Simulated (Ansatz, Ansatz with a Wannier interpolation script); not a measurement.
# Settings in Wannier-interpolated G0W0: KRb2RhF6 (Fm-3m)

Aim: vary the Wannier model and the GW settings for KRb2RhF6 (Fm-3m) and see what the interpolated bands lose.

Calculated with Ansatz 0.2.0; maximally localised Wannier functions, LDA, plane waves, PAW.

## Step 1: Starting point

Symmetry: Fm-3m, No. 225, cubic system. The conventional cell has a = 8.876 Å, b = 8.876 Å, c = 8.876 Å, α = 90.00°, β = 90.00°, γ = 90.00°. Nearest to K lie 6 F at 2.45 Å. Nearest to Rb lie 12 F at 3.15 Å. Nearest to Rh lie 6 F at 1.99 Å. F has 1 Rh at 1.99 Å and 1 K at 2.45 Å and 4 Rb at 3.15 Å nearest. Farther neighbours and most contacts between anions are not listed.

The cell and positions come from the Crystallography Open Database and are kept as given unless a step says otherwise. The default PAW set here is soft_2. Its files were made with PBE.

## Step 2: Wannier model on 8×8×8

File input.yaml:

```yaml
crystal:
  lattice:
    - [0.0, 4.438, 4.438]
    - [4.438, 0.0, 4.438]
    - [4.438, 4.438, 0.0]
  atoms:
    - { symbol: K, position: [0.5, 0.5, 0.5] }
    - { symbol: Rb, position: [0.25, 0.25, 0.25] }
    - { symbol: Rb, position: [0.75, 0.75, 0.75] }
    - { symbol: Rh, position: [0.0, 0.0, 0.0] }
    - { symbol: F, position: [0.776, 0.224, 0.224] }
    - { symbol: F, position: [0.224, 0.776, 0.224] }
    - { symbol: F, position: [0.224, 0.776, 0.776] }
    - { symbol: F, position: [0.776, 0.224, 0.776] }
    - { symbol: F, position: [0.224, 0.224, 0.776] }
    - { symbol: F, position: [0.776, 0.776, 0.224] }
kpoints:
  mp_grid: { grid: [4, 4, 4] }
hamiltonian:
  xc: lda
scf:
  occupations: { method: fixed }
  n_extra_bands: 92
output:
  wannier:
    kmesh: [8, 8, 8]
    projections: [{ species: F, l: p, shell: 2 }, { species: Rh, l: d, shell: 4 }]
    minimise: true
    write_hr: true
    seedname: w
    conv_tol: 1.0e-07
    max_iter: 4000
    disentanglement:
      window: [0.74, 14.18]
      frozen_window: [0.74, 8.25]
      conv_tol: 1.0e-08
```

Started as:

```console
$ ansatz run input.yaml --threads 16 --pin off --max-ram 27648MiB --backend cpu --events-out ev --progress --plain --runs-dir out
```

Numbers of over 12 decimals in the logs are rounded to 6 here.

Output:

```text
scf.n_extra_bands = 92 over 43 filled bands (N_el = 86.0): the run solves 135 bands
Engine: ansatz 0.2.0, aarch64-unknown-linux-gnu
Pseudopotentials: kind: paw
Pseudopotential: K, paw, valence charge 9, recommended cutoff 420 eV (normal), K.paw.azcp
Pseudopotential: Rb, paw, valence charge 9, recommended cutoff 420 eV (normal), Rb.paw.azcp
Pseudopotential: Rh, paw, valence charge 17, recommended cutoff 420 eV (normal), Rh.paw.azcp
Pseudopotential: F, paw, valence charge 7, recommended cutoff 420 eV (normal), F.paw.azcp
Functional definition: SPW92
  exchange = slater_x
  correlation = pw_c
Crystal: 10 atoms, lattice volume = 174.820 Å³
Basis set: ecut = 420 eV, 3479 PW (Γ)
Bands: 135, of which v1, the nominal top of the filled ones, is band 43 counted from 1 (42 counted from 0)
Symmetry: 48 space group operations
Space group: Fm-3m (ITA 225), of the structure as read, at distance tolerance 5.6e-5 Å
k-points: 8 of 64
Non-local potential: K, projectors of the file, l = 0: 3, l = 1: 2, l = 2: 2
Non-local potential: Rb, projectors of the file, l = 0: 3, l = 1: 2, l = 2: 2
Non-local potential: Rh, projectors of the file, l = 0: 3, l = 1: 2, l = 2: 2, l = 3: 1
Non-local potential: F, projectors of the file, l = 0: 2, l = 1: 2, l = 2: 1
PAW form: soft (Blöchl's): semilocal exchange-correlation on the pseudo side does not see the compensation charge
PAW frozen core: K, regenerated for the run's functional, and the local potential with it (the file was generated under x = pbe(κ = 0.804, μ = 0.219515), c = pbe(β = 0.066725))
PAW frozen core: Rb, regenerated for the run's functional, and the local potential with it (the file was generated under x = pbe(κ = 0.804, μ = 0.219515), c = pbe(β = 0.066725))
PAW frozen core: Rh, regenerated for the run's functional, and the local potential with it (the file was generated under x = pbe(κ = 0.804, μ = 0.219515), c = pbe(β = 0.066725))
PAW frozen core: F, regenerated for the run's functional, and the local potential with it (the file was generated under x = pbe(κ = 0.804, μ = 0.219515), c = pbe(β = 0.066725))
PAW one-centre angular grid: K, 110 points (default); XC on 64 Gauss nodes
PAW one-centre angular grid: Rb, 110 points (default); XC on 64 Gauss nodes
PAW one-centre angular grid: Rh, 590 points (default); XC on 64 Gauss nodes
PAW one-centre angular grid: F, 110 points (default); XC on 64 Gauss nodes
Initial density: superposition of atomic densities (neutral atoms: chi_scale 0, normalization atom), corrected by the library's trained network
Initial wavefunctions: pseudopotential atomic-orbital guess
Functional: x = slater, c = lda
SCF iter   1: F=—  HF=-18886.103254 eV  |F-HF|=—  |Δ(HF+E_count)|=         —  Δρ=1.71e-2  dr2=3.54e-1  ethr=1.77e-3  ⟨swp⟩=4.5  Hψ=3760  notcnv=0  defer=717
preconditioner: auto → Resta (q_TF=auto, 2.424 Å⁻¹)  ε∞=1.7  [insulator: Δε(μ)=2.004 eV  Ē_g=29.518 eV  n_scr=50 (ndim 8)  ℏωp=24.5 eV  f_vac=0.117  ε∞_Penn≈1.7]
SCF iter   2: F=—  HF=-18886.024833 eV  |F-HF|=—  |Δ(HF+E_count)|=   7.84e-2  Δρ=8.51e-3  dr2=8.27e-2  ethr=4.12e-4  ⟨swp⟩=2.5  Hψ=1457  notcnv=0  defer=720
SCF iter   3: F=—  HF=-18886.006788 eV  |F-HF|=—  |Δ(HF+E_count)|=   1.80e-2  Δρ=2.58e-3  dr2=7.38e-3  ethr=9.61e-5  ⟨swp⟩=2.0  Hψ=572  notcnv=0  defer=720
SCF iter   4: F=—  HF=-18886.005259 eV  |F-HF|=—  |Δ(HF+E_count)|=   1.53e-3  Δρ=1.14e-3  dr2=1.04e-3  ethr=8.58e-6  ⟨swp⟩=2.0  Hψ=1264  notcnv=0  defer=714
SCF iter   5: F=—  HF=-18886.004980 eV  |F-HF|=—  |Δ(HF+E_count)|=   2.79e-4  Δρ=1.09e-4  dr2=1.30e-5  ethr=1.20e-6  ⟨swp⟩=1.9  Hψ=665  notcnv=0  defer=689
SCF iter   6: F=—  HF=-18886.005159 eV  |F-HF|=—  |Δ(HF+E_count)|=   1.79e-4  Δρ=2.32e-5  dr2=4.67e-7  ethr=1.51e-8  ⟨swp⟩=1.2  Hψ=432  notcnv=0  defer=688
SCF iter   7: F=-18886.005159 eV  HF=-18886.005159 eV  |F-HF|=1.23e-9  |Δ(HF+E_count)|=   4.56e-7  Δρ=1.32e-6  dr2=2.69e-9  ethr=1.16e-10  ⟨swp⟩=14.0  Hψ=8723  notcnv=0
SCF 1 converged in 7 iterations: F = -18886.005159 eV  dr2 = 2.69e-9
[...]
NSCF: frozen V_eff on 32 k-points
the Wannier pass solved 32 of the 512 points of its mesh, and has the states at the others by symmetry: states obtained by the crystal's operations at points that were solved too leave a residual of 7.49e-13 eV (read by the count's bands and the next), within 5.56e-6 eV
SCF converged after 7 iterations
Free energy (F): -18886.005159 eV
Harris-Foulkes:  -18886.005159 eV  (|F-HF|=1.23e-9)
Internal energy: -18886.005159 eV  (E = F + TS)
E sigma→0 (E₀):  -18886.005159 eV
Fermi energy:    4.848304 eV
--- Per-component energies (eV) ---
  E_band       = -782.005130
  E_kinetic    = 2438.550130
  E_local      = -8860.494542  (includes V_loc(G=0)·N_el)
  E_nonlocal   = 1185.797388
  E_hartree    = 3278.160296
  E_xc         = -1077.598512
  E_vxc        = -1317.530433  (∫ρ·V_xc dr)
  E_paw        = -10377.503703  (= ΣΔE_a)
  E_vpaw       = -784.664428  (= ΣTr[D̂ρ^β])
  E_aug_tail   = 0.013145  (compensation charges beyond the density's cutoff)
  E_ewald      = -5475.031373
  E_core_change = 2.102011  (= ΣΔE_core)
  E_smearing   = -0.000000  (= −TS)
  E_closure    = -0.000000  (closes the sum)
  Σ components = -18886.005159   (vs F -18886.005159, Δ=0.00e0)
--- Band table (eV; the first three rows and the last of 8) ---
  k-point 0: bands = [... 39 lower, 1.7607, 4.7077, 4.7077, 4.7077, 6.9880, 6.9880, 8.2672, 10.9641, ... 88 higher]
  k-point 1: bands = [... 39 lower, 1.7164, 4.7332, 4.7501, 4.7501, 7.0671, 7.0671, 8.9177, 11.3207, ... 88 higher]
  k-point 2: bands = [... 39 lower, 1.6593, 4.7581, 4.7897, 4.7897, 7.1443, 7.1443, 10.3330, 10.3690, ... 88 higher]
  k-point 7: bands = [... 39 lower, 1.6431, 4.7623, 4.7623, 4.8482, 6.8894, 7.1010, 10.8853, 10.8853, ... 88 higher]
Error: <dir> a combination of the trial orbitals is all but absent from every band inside the outer window at ik = 36: its weight there is 5.1e-15 of the largest combination's or less, which the computation cannot tell from zero, so that the projections give no starting gauge (the trial orbitals are those of output.wannier.projections, and ik = 36 is k-point 37 of the .win and .amn files); widen output.wannier.disentanglement.window
```

Wall time 39 s (16 threads of Arm Neoverse N1, shared host); peak memory 5 GiB.

The run ended with an error after its SCF cycle had converged; no result of it is taken.

The program's message: “Error: <dir> a combination of the trial orbitals is all but absent from every band inside the outer window at ik = 36: its weight there is 5.1e-15 of the largest combination's or less, which the compu …”

## Step 3: Wannier model on 8×8×8

Localised functions give a small Hamiltonian that interpolates between mesh points at no cost.

Edit input.yaml of step 2 so:

```diff
@@ -26,3 +26,6 @@
     kmesh: [8, 8, 8]
-    projections: [{ species: F, l: p, shell: 2 }, { species: Rh, l: d, shell: 4 }]
+    projections:
+      - { species: F, l: p, shell: 2 }
+      - { species: Rb, l: s, shell: 5 }
+      - { species: Rh, l: d, shell: 4 }
     minimise: true
@@ -33,4 +36,4 @@
     disentanglement:
-      window: [0.74, 14.18]
-      frozen_window: [0.74, 8.25]
+      window: [0.74, 29.21]
+      frozen_window: [0.74, 10.85]
       conv_tol: 1.0e-08
```

Output:

```text
[...]
Crystal: 10 atoms, lattice volume = 174.820 Å³
Basis set: ecut = 420 eV, 3479 PW (Γ)
Bands: 135, of which v1, the nominal top of the filled ones, is band 43 counted from 1 (42 counted from 0)
Symmetry: 48 space group operations
[...]
k-points: 8 of 64
[...]
SCF iter   1: F=—  HF=-18886.103254 eV  |F-HF|=—  |Δ(HF+E_count)|=         —  Δρ=1.71e-2  dr2=3.54e-1  ethr=1.77e-3  ⟨swp⟩=4.5  Hψ=3760  notcnv=0  defer=717
[...]
SCF iter   7: F=-18886.005159 eV  HF=-18886.005159 eV  |F-HF|=1.23e-9  |Δ(HF+E_count)|=   4.56e-7  Δρ=1.32e-6  dr2=2.69e-9  ethr=1.16e-10  ⟨swp⟩=14.0  Hψ=8723  notcnv=0
SCF 1 converged in 7 iterations: F = -18886.005159 eV  dr2 = 2.69e-9
[...]
NSCF: frozen V_eff on 32 k-points
[...]
SCF converged after 7 iterations
Free energy (F): -18886.005159 eV
[...]
Internal energy: -18886.005159 eV  (E = F + TS)
E sigma→0 (E₀):  -18886.005159 eV
Fermi energy:    4.848304 eV
[...]
--- Band table (eV; the first three rows and the last of 8) ---
  k-point 0: bands = [... 39 lower, 1.7607, 4.7077, 4.7077, 4.7077, 6.9880, 6.9880, 8.2672, 10.9641, ... 88 higher]
  k-point 1: bands = [... 39 lower, 1.7164, 4.7332, 4.7501, 4.7501, 7.0671, 7.0671, 8.9177, 11.3207, ... 88 higher]
  k-point 2: bands = [... 39 lower, 1.6593, 4.7581, 4.7897, 4.7897, 7.1443, 7.1443, 10.3330, 10.3690, ... 88 higher]
  k-point 7: bands = [... 39 lower, 1.6431, 4.7623, 4.7623, 4.8482, 6.8894, 7.1010, 10.8853, 10.8853, ... 88 higher]
Wannier search: line search 1 of at most 4000: gauge-dependent spread (as the search counts it) 27.3352161 Å², largest recent change 3.2e1 Å² and fall left 4.1e-1 Å² against conv_tol 1.0e-7 Å², 0 stops escaped
[...]
WARN: <dir> 986 periodic images of 932 elements of H(R) lie 4.88e-4 to 1.95e-3 Å beyond their element's nearest image, near the 9.77e-4 Å window within which an element is shared among its images; whether they share it moves the interpolated H(k) by 2.5e-3 eV (Frobenius norm, root mean square over the Brillouin zone); at the model's own mesh points H(k) does not change
```

Elapsed: 1.8 min, on 16 threads; peak memory 5 GiB.

Numbers from this step:

| Quantity | Value |
| --- | --- |
| gauge-invariant spread | 62.18 Å² |
| diagonal spread | 0.03090 Å² |
| off-diagonal spread | 16.20 Å² |
| total spread | 78.42 Å² |
| least projectability | 1.60e-4 |
| localisation steps | 122 |
| disentanglement steps | 843 |
| r.m.s. interpolation error | 0.001000 eV |
| r.m.s. error near the gap | 0.001522 eV |

Near the gap the model misses directly solved bands by 1.5 meV r.m.s. and by 18 meV at most in the window tested. This tests the starting bands, not the corrections carried with them.

Frozen up to 6.00 eV; above it the model need not follow the bands. The electronic bands at the labelled points (eV, zero at the valence-band top):

| point | band 40 | band 41 | band 42 | band 43 | band 44 | band 45 | band 46 | band 47 |
| --- | --- | --- | --- | --- | --- | --- | --- | --- |
| Γ | -3.09 | -0.14 | -0.14 | -0.14 | 2.14 | 2.14 | 3.42 | 6.57 |
| halfway | -3.09 | -0.16 | -0.06 | -0.06 | 2.15 | 2.20 | 4.27 | 7.68 |
| X | -3.10 | -0.19 | 0.00 | 0.00 | 2.00 | 2.16 | 5.51 | 6.88 |
| halfway | -3.11 | -0.17 | -0.01 | 0.00 | 2.02 | 2.18 | 5.59 | 6.74 |
| U | -3.14 | -0.13 | -0.03 | -0.02 | 2.07 | 2.23 | 5.82 | 6.10 |
| jump to K | -3.14 | -0.13 | -0.03 | -0.02 | 2.07 | 2.23 | 5.82 | 6.10 |
| halfway | -3.15 | -0.11 | -0.09 | -0.07 | 2.17 | 2.27 | 4.36 | 7.81 |
| Γ | -3.09 | -0.14 | -0.14 | -0.14 | 2.14 | 2.14 | 3.42 | 6.57 |
| halfway | -3.13 | -0.12 | -0.10 | -0.10 | 2.22 | 2.22 | 4.07 | 7.82 |
| L | -3.19 | -0.09 | -0.06 | -0.06 | 2.30 | 2.30 | 5.48 | 5.52 |
| halfway | -3.20 | -0.09 | -0.07 | -0.03 | 2.17 | 2.27 | 5.70 | 5.77 |
| W | -3.21 | -0.09 | -0.09 | 0.00 | 2.04 | 2.25 | 6.04 | 6.04 |
| halfway | -3.12 | -0.16 | -0.02 | 0.00 | 2.03 | 2.20 | 5.67 | 6.65 |
| X | -3.10 | -0.19 | 0.00 | 0.00 | 2.00 | 2.16 | 5.51 | 6.88 |

The same for Kohn-Sham, solved directly:

| point | band 40 | band 41 | band 42 | band 43 | band 44 | band 45 | band 46 | band 47 |
| --- | --- | --- | --- | --- | --- | --- | --- | --- |
| Γ | -3.09 | -0.14 | -0.14 | -0.14 | 2.14 | 2.14 | 3.42 | 6.12 |
| X | -3.10 | -0.19 | 0.00 | 0.00 | 2.00 | 2.16 | 5.51 | 6.46 |
| U | -3.14 | -0.13 | -0.03 | -0.02 | 2.07 | 2.23 | 5.82 | 6.07 |
| K | -3.14 | -0.13 | -0.03 | -0.02 | 2.07 | 2.23 | 5.82 | 6.07 |
| Γ | -3.09 | -0.14 | -0.14 | -0.14 | 2.14 | 2.14 | 3.42 | 6.12 |
| L | -3.19 | -0.09 | -0.06 | -0.06 | 2.30 | 2.30 | 5.48 | 5.52 |
| W | -3.21 | -0.09 | -0.09 | 0.00 | 2.04 | 2.25 | 6.04 | 6.04 |
| X | -3.10 | -0.19 | 0.00 | 0.00 | 2.00 | 2.16 | 5.51 | 6.46 |

## Step 4: Wannier model on 4×4×4

Edit input.yaml of step 3 so:

```diff
@@ -25,3 +25,3 @@
   wannier:
-    kmesh: [8, 8, 8]
+    kmesh: [4, 4, 4]
     projections:
```

Output:

```text
[...]
Crystal: 10 atoms, lattice volume = 174.820 Å³
Basis set: ecut = 420 eV, 3479 PW (Γ)
Bands: 135, of which v1, the nominal top of the filled ones, is band 43 counted from 1 (42 counted from 0)
Symmetry: 48 space group operations
[...]
k-points: 8 of 64
[...]
SCF iter   1: F=—  HF=-18886.103254 eV  |F-HF|=—  |Δ(HF+E_count)|=         —  Δρ=1.71e-2  dr2=3.54e-1  ethr=1.77e-3  ⟨swp⟩=4.5  Hψ=3760  notcnv=0  defer=717
[...]
SCF iter   7: F=-18886.005159 eV  HF=-18886.005159 eV  |F-HF|=1.23e-9  |Δ(HF+E_count)|=   4.56e-7  Δρ=1.32e-6  dr2=2.69e-9  ethr=1.16e-10  ⟨swp⟩=14.0  Hψ=8723  notcnv=0
SCF 1 converged in 7 iterations: F = -18886.005159 eV  dr2 = 2.69e-9
[...]
SCF converged after 7 iterations
Free energy (F): -18886.005159 eV
[...]
Internal energy: -18886.005159 eV  (E = F + TS)
E sigma→0 (E₀):  -18886.005159 eV
Fermi energy:    4.848304 eV
[...]
--- Band table (eV; the first three rows and the last of 8) ---
  k-point 0: bands = [... 39 lower, 1.7607, 4.7077, 4.7077, 4.7077, 6.9880, 6.9880, 8.2672, 10.9641, ... 88 higher]
  k-point 1: bands = [... 39 lower, 1.7164, 4.7332, 4.7501, 4.7501, 7.0671, 7.0671, 8.9177, 11.3207, ... 88 higher]
  k-point 2: bands = [... 39 lower, 1.6593, 4.7581, 4.7897, 4.7897, 7.1443, 7.1443, 10.3330, 10.3690, ... 88 higher]
  k-point 7: bands = [... 39 lower, 1.6431, 4.7623, 4.7623, 4.8482, 6.8894, 7.1010, 10.8853, 10.8853, ... 88 higher]
[...]
```

Run time: 28 s. Hardware: 16 threads; peak memory 1.6 GiB.

Numbers from this step:

```
gauge-invariant spread     : 46.81 Å²
diagonal spread            : 0.01497 Å²
off-diagonal spread        : 6.020 Å²
total spread               : 52.84 Å²
least projectability       : 1.91e-5
localisation steps         : 104
disentanglement steps      : 4446
r.m.s. interpolation error : 0.004328 eV
r.m.s. error near the gap  : 0.006727 eV
```

Near the gap the model misses directly solved bands by 6.7 meV r.m.s. and by 77 meV at most in the window tested. This tests the starting bands, not the corrections carried with them.

Frozen up to 6.00 eV; above it the model need not follow the bands. Electronic bands along the path, in eV, zero at the valence-band top; v1 is the highest filled band, c1 the lowest empty one:

| point | v4 | v3 | v2 | v1 | c1 | c2 | c3 | c4 |
| --- | --- | --- | --- | --- | --- | --- | --- | --- |
| Γ | -3.09 | -0.14 | -0.14 | -0.14 | 2.14 | 2.14 | 3.42 | 6.32 |
| halfway | -3.09 | -0.16 | -0.06 | -0.06 | 2.15 | 2.20 | 4.27 | 7.59 |
| X | -3.10 | -0.19 | 0.00 | 0.00 | 2.00 | 2.16 | 5.51 | 6.81 |
| halfway | -3.11 | -0.17 | -0.01 | 0.00 | 2.02 | 2.18 | 5.59 | 6.69 |
| U | -3.15 | -0.13 | -0.03 | -0.02 | 2.07 | 2.23 | 5.83 | 6.06 |
| jump to K | -3.15 | -0.13 | -0.03 | -0.02 | 2.07 | 2.23 | 5.83 | 6.06 |
| halfway | -3.15 | -0.11 | -0.09 | -0.07 | 2.17 | 2.27 | 4.37 | 7.59 |
| Γ | -3.09 | -0.14 | -0.14 | -0.14 | 2.14 | 2.14 | 3.42 | 6.32 |
| halfway | -3.13 | -0.12 | -0.10 | -0.10 | 2.22 | 2.22 | 4.07 | 7.46 |
| L | -3.19 | -0.09 | -0.06 | -0.06 | 2.30 | 2.30 | 5.48 | 5.52 |
| halfway | -3.20 | -0.09 | -0.07 | -0.03 | 2.17 | 2.27 | 5.68 | 5.75 |
| W | -3.21 | -0.09 | -0.09 | 0.00 | 2.04 | 2.25 | 6.04 | 6.04 |
| halfway | -3.12 | -0.16 | -0.02 | 0.00 | 2.03 | 2.20 | 5.66 | 6.64 |
| X | -3.10 | -0.19 | 0.00 | 0.00 | 2.00 | 2.16 | 5.51 | 6.81 |

The same for Kohn-Sham, solved directly:

| point | v4 | v3 | v2 | v1 | c1 | c2 | c3 | c4 |
| --- | --- | --- | --- | --- | --- | --- | --- | --- |
| Γ | -3.09 | -0.14 | -0.14 | -0.14 | 2.14 | 2.14 | 3.42 | 6.12 |
| X | -3.10 | -0.19 | 0.00 | 0.00 | 2.00 | 2.16 | 5.51 | 6.46 |
| U | -3.14 | -0.13 | -0.03 | -0.02 | 2.07 | 2.23 | 5.82 | 6.07 |
| K | -3.14 | -0.13 | -0.03 | -0.02 | 2.07 | 2.23 | 5.82 | 6.07 |
| Γ | -3.09 | -0.14 | -0.14 | -0.14 | 2.14 | 2.14 | 3.42 | 6.12 |
| L | -3.19 | -0.09 | -0.06 | -0.06 | 2.30 | 2.30 | 5.48 | 5.52 |
| W | -3.21 | -0.09 | -0.09 | 0.00 | 2.04 | 2.25 | 6.04 | 6.04 |
| X | -3.10 | -0.19 | 0.00 | 0.00 | 2.00 | 2.16 | 5.51 | 6.46 |

[end of part 1 of 2]

[Paths, hosts, dates, memory and timing lines, banners, echoed tables and standing remarks are left out of the program output.]

[Logs are printed without paths, hosts, clocks, repeated set-up lines and the standing remarks that a program may print on its own settings, such as how far it seeks lower states.]

[Runs of the session that timed out or met a known fault of the program may be left out.]

[Hosts, paths, dates, database ids (printed as entryN), source tags and the programs' standing remarks are cut or masked in the printed files.]
